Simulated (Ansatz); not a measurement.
# SrLi2SnS4 (I-42m): the gap up the ladder of methods, part 2 of 2

Aim: the gap of SrLi2SnS4 (I-42m) at several levels of theory on one structure, with the time that each takes.

Ansatz 0.2.0; density functionals, hybrids and G0W0, plane waves, PAW. Known limits of the many-body steps: finite bands, screening cutoff and k mesh; no spin-orbit coupling in G0W0.

So far. Step 4 (HSE06 on the 4×4×4 mesh): Over mesh and listed points the gap is 3.756 eV, direct, at k = (0.500, 0.500, -0.500). HSE06 against PBE: 3.756 − 2.673 = +1.083 eV. The runs also differ in mesh (6×6×6 and 4×4×4), so how much of this comes from the functional alone is not known. Step 5 (G0W0@PBE, 4×4×4 mesh, 883 empty bands, screening to 170 …): Over all 13 irreducible mesh points the G0W0 gap is 4.114 eV, from k = (-0.500, -0.500, -0.500) to k = Γ. The PBE gap of this run on the mesh is 2.673 eV.

In doubt: masses and optical values from hybrid runs of this build are listed as unsure (step 6), which bears on the screening that GW takes from such a start.

## Step 6: G0W0@HSE06, 4×4×4 mesh, 410 empty bands, screening to 102 eV

This step: G0W0 on HSE06, plane waves, PAW.

Input file input.yaml:

```yaml
crystal:
  lattice:
    - [-3.3295, 3.3295, 3.959]
    - [3.3295, -3.3295, 3.959]
    - [3.3295, 3.3295, -3.959]
  atoms:
    - { symbol: Li, position: [0.25, 0.75, 0.5] }
    - { symbol: Li, position: [0.75, 0.25, 0.5] }
    - { symbol: Sr, position: [0.5, 0.5, 0.0] }
    - { symbol: Sn, position: [0.0, 0.0, 0.0] }
    - { symbol: S, position: [0.03526, 0.03526, 0.4132] }
    - { symbol: S, position: [0.96474, 0.37794, 0.0] }
    - { symbol: S, position: [0.62206, 0.62206, 0.5868] }
    - { symbol: S, position: [0.37794, 0.96474, 0.0] }
kpoints:
  mp_grid: { grid: [4, 4, 4] }
hamiltonian:
  xc: hse06
scf:
  occupations: { method: fixed }
gw:
  n_empty_bands: 410
  ecut_chi: 102
  qp_bands: [v2, c2]
  qp_kpoints: band_edges
  screening: { model: contour_deformation }
```

On the command line:

```console
> ansatz run input.yaml --threads 2 --pin off --max-ram 92160MiB --backend cuda --events-out ev --progress --plain --runs-dir out --devices 1 --max-vram 13GiB  # rebuilt from the run's record
```

Numbers of over 12 decimals in the logs are rounded to 6 here.

The log of the run:

```text
GPUs: using 1 of 1 available (devices: 1).
[...]
GPU FFT provider: cuFFT
GPU libraries: cuBLAS 13.8.2, cuFFT 12.4.0, cuSOLVER 12.3.4
Crystal: 8 atoms, lattice volume = 175.551 Å³
Basis set: ecut = 420 eV, 3445 PW (Γ)
Bands: 35, of which v1, the nominal top of the filled ones, is band 27 counted from 1 (26 counted from 0)
Symmetry: 8 space group operations
[...]
k-points: 13 of 64 (time reversal used)
[...]
1    28      8.4997   -10.0077    -3.5776   -14.0995  0.8121     9.0160     9.0138  root
     1    29      9.3018    -4.7347    -3.5200    -8.5027  0.8314     9.5503     9.5497  root
[...]
12    26      3.8593   -17.7956     2.0568   -15.3059  0.7873     3.4243     3.4264  root
    12    27      4.3676   -18.1254     1.9887   -15.7104  0.7904     3.9394     3.9413  root
    12    28      8.1237    -8.1177    -3.5638   -12.1283  0.8261     8.5719     8.5703  root
    12    29      9.5754    -6.8070    -3.6163   -10.7451  0.8255     9.8982     9.8973  root
[key lines of the parts left out:]
Free energy (F): -13605.519740 eV
Fermi energy:    4.367580 eV
```

It took 87 s on 1 × NVIDIA H100 80GB HBM3 (shared by 6 runs) with 2 threads of AMD EPYC 7R13 (Zen 3), shared host; peak memory 2.2 GiB.

Numbers from this step:

| Item | Value |
| --- | --- |
| bands summed | 437 |
| RPA ε∞ on this mesh (eigenvalues) | 3.839, 3.928, 3.928 |
| plane waves in the screening matrix | 411 |
| G0W0 gap over the corrected points | 4.604 eV |
| k of the valence top | -0.5, -0.5, -0.5 |
| k of the conduction bottom | 0, 0, 0 |
| starting gap on the mesh | 3.756 eV |
| Z at the valence top | 0.7904 |
| Z at the conduction bottom | 0.8194 |
| least direct G0W0 gap over the corrected points | 4.629 eV |

Over all 13 irreducible mesh points the G0W0 gap is 4.604 eV, from k = (-0.500, -0.500, -0.500) to k = Γ. The HSE06 gap of this run on the mesh is 3.756 eV. Other states bound it: the two that bound the G0W0 gap lie 3.787 eV apart in HSE06, so state for state the correction is 4.604 − 3.787 = +0.817 eV, while gap against gap it is 4.604 − 3.756 = +0.848 eV. G0W0@HSE06 against G0W0@PBE with 437 bands (a further run, in the table below): 4.604 − 4.099 = +0.505 eV, with the same mesh, files and cutoffs, and both edges at the same k points.

## Step 7: All levels together

Each gap is the least one over the points named; times are wall times on shared hosts, not benchmarks. A G0W0 time includes the run's own self-consistent start. Runs with listed points see these and the mesh alone, so an edge that moves elsewhere is missed. Rows marked * are further runs, not shown as steps, whose inputs differ from the G0W0 step on the same start in the columns given; solver thresholds can differ too. Symmetry makes (0.500, 0.500, -0.500) and (-0.500, -0.500, -0.500) one point.

| level | mesh | files, cutoff | bands summed, screening | points | gap (eV) | valence top | conduction bottom | least direct gap (eV) | time |
| --- | --- | --- | --- | --- | --- | --- | --- | --- | --- |
| PBE | 6×6×6 | soft_2 PAW, 420 eV | - | mesh and path | 2.673 | (0.500, 0.500, -0.500) | (0.500, 0.500, -0.500) | 2.673 | 10 s |
| PBE+SOC | 6×6×6 | soft_2 PAW, 420 eV | - | mesh and listed points | 2.676 | (0.500, 0.500, -0.500) | (0.500, 0.500, -0.500) | 2.676 | 16 s |
| HSE06 | 4×4×4 | soft_2 PAW, 420 eV | - | mesh and listed points | 3.756 | (-0.500, -0.500, -0.500) | (0.500, 0.500, -0.500) | 3.756 | 36 s |
| G0W0@PBE* | 4×4×4 | soft_2 PAW, 420 eV | 172, 51 eV | all 13 irreducible mesh points | 4.035 | (-0.500, -0.500, -0.500) | Γ | 4.115 | 18 s |
| G0W0@PBE* | 4×4×4 | soft_2 PAW, 420 eV | 437, 102 eV | all 13 irreducible mesh points | 4.099 | (-0.500, -0.500, -0.500) | Γ | 4.134 | 36 s |
| G0W0@PBE | 4×4×4 | soft_2 PAW, 420 eV | 910, 170 eV | all 13 irreducible mesh points | 4.114 | (-0.500, -0.500, -0.500) | Γ | 4.158 | 2.7 min |
| G0W0@PBE* | 2×2×2 | soft_2 PAW, 420 eV | 437, 102 eV | all 4 irreducible mesh points | 4.097 | (-0.500, -0.500, -0.500) | Γ | 4.111 | 15 s |
| G0W0@HSE06 | 4×4×4 | soft_2 PAW, 420 eV | 437, 102 eV | all 13 irreducible mesh points | 4.604 | (-0.500, -0.500, -0.500) | Γ | 4.629 | 87 s |

## Step 8: Summary of results

```
PBE, over mesh and path                                          : 2.673 eV
PBE+SOC, over mesh and listed points                             : 2.676 eV
HSE06, over mesh and listed points                               : 3.756 eV
G0W0@PBE (910 bands, 4×4×4), over all 13 irreducible mesh points : 4.114 eV
G0W0@HSE06, over all 13 irreducible mesh points                  : 4.604 eV
known limits                                                     : finite bands, screening cutoff and k mesh; no spin-orbit coupling in G0W0
```

In words: The rows run from 2.673 eV (PBE) to 4.604 eV (G0W0@HSE06). They differ in mesh, bands and screening cutoff of G0W0 and the points over which the gap was sought as well as in level, so only pairs that share these are like for like. PBE+SOC against PBE: 2.676 − 2.673 = +0.003 eV, with the same mesh, set of files (read in its fully relativistic form for the spin-orbit run) and cutoff, and both edges at the same k points. The spin-orbit run sees mesh and listed points alone, so its gap is an upper bound: the coupling can move an edge off these points, the more so as this crystal has no centre of inversion, and the change over the zone, its sign included where it is small, is not known. G0W0@HSE06 against G0W0@PBE with 437 bands: 4.604 − 4.099 = +0.505 eV, with the same mesh, files and cutoffs, and both edges at the same k points. G0W0@PBE (910 bands, 4×4×4) moves the gap of its own start on the mesh by 4.114 − 2.673 = +1.441 eV, with other states at the edges (they lie 2.697 eV apart at the start). Both edges that PBE shows over mesh and path lie at k points where levels were corrected. G0W0 has the conduction bottom at another k point than that. Levels at other points were not corrected, so a lower G0W0 gap elsewhere in the zone is not ruled out. G0W0@HSE06 moves the gap of its own start on the mesh by 4.604 − 3.756 = +0.848 eV, with other states at the edges (they lie 3.787 eV apart at the start). Both edges that HSE06 shows over mesh and listed points lie at k points where levels were corrected. G0W0 has the conduction bottom at another k point than that. Levels at other points were not corrected, so a lower G0W0 gap elsewhere in the zone is not ruled out. What spin-orbit coupling does to the G0W0 levels was not computed, so no sum with the G0W0 gap is formed. For G0W0@PBE: from 172 bands and 51 eV to 910 bands and 170 eV the gap moves by 4.114 − 4.035 = +0.079 eV (rung by rung 4.035, 4.099, 4.114 eV); bands and screening cutoff rise together, so their parts are not told apart. A line in one over the bands through the two highest rungs gives 4.114 + (4.114 − 4.099) × 437 / (910 − 437) = 4.128 eV, and through the pair below 4.099 + (4.099 − 4.035) × 172 / (437 − 172) = 4.141 eV. The two agree within 0.03 eV and the same two states bound the gap in each rung, so 4.128 eV is taken as an estimate of the limit on this mesh. The other G0W0 rows are shown at one basis each (437 bands), so their distance from the limit is not known here. With the 2×2×2 mesh in place of the 4×4×4 mesh and all else as in the G0W0@PBE row with 437 bands, the gap differs by 4.097 − 4.099 = −0.002 eV, and that of the start by 2.680 − 2.673 = +0.007 eV. The G0W0 runs are scalar-relativistic. G0W0 is shown with one set of atomic data (soft_2 PAW), so the error from the files is not known here.

[Paths, hosts, dates, memory and timing lines, banners, echoed tables and standing remarks are left out of the program output.]

[Logs are printed without paths, hosts, clocks, repeated set-up lines and the standing remarks that a program may print on its own settings, such as how far it seeks lower states.]

[Runs of the session that timed out or met a known fault of the program may be left out.]

[Cells called generated may have been cut or substituted from an entry of the Crystallography Open Database or the Materials Project.]

[Hosts, paths, dates, database ids (printed as entryN), source tags and the programs' standing remarks are cut or masked in the printed files.]

[Where an RPA ε∞ is given, it is that of the G0W0 mesh and is not shown converged in it. Names of k-points follow the symmetry that the program found, which can be lower than the space group named. Band edges on a path are those of the sampled points; other points can move an edge, and change direct to indirect where valleys lie close.]

[Hybrid gaps are those of their k-mesh and are not shown converged in it.]
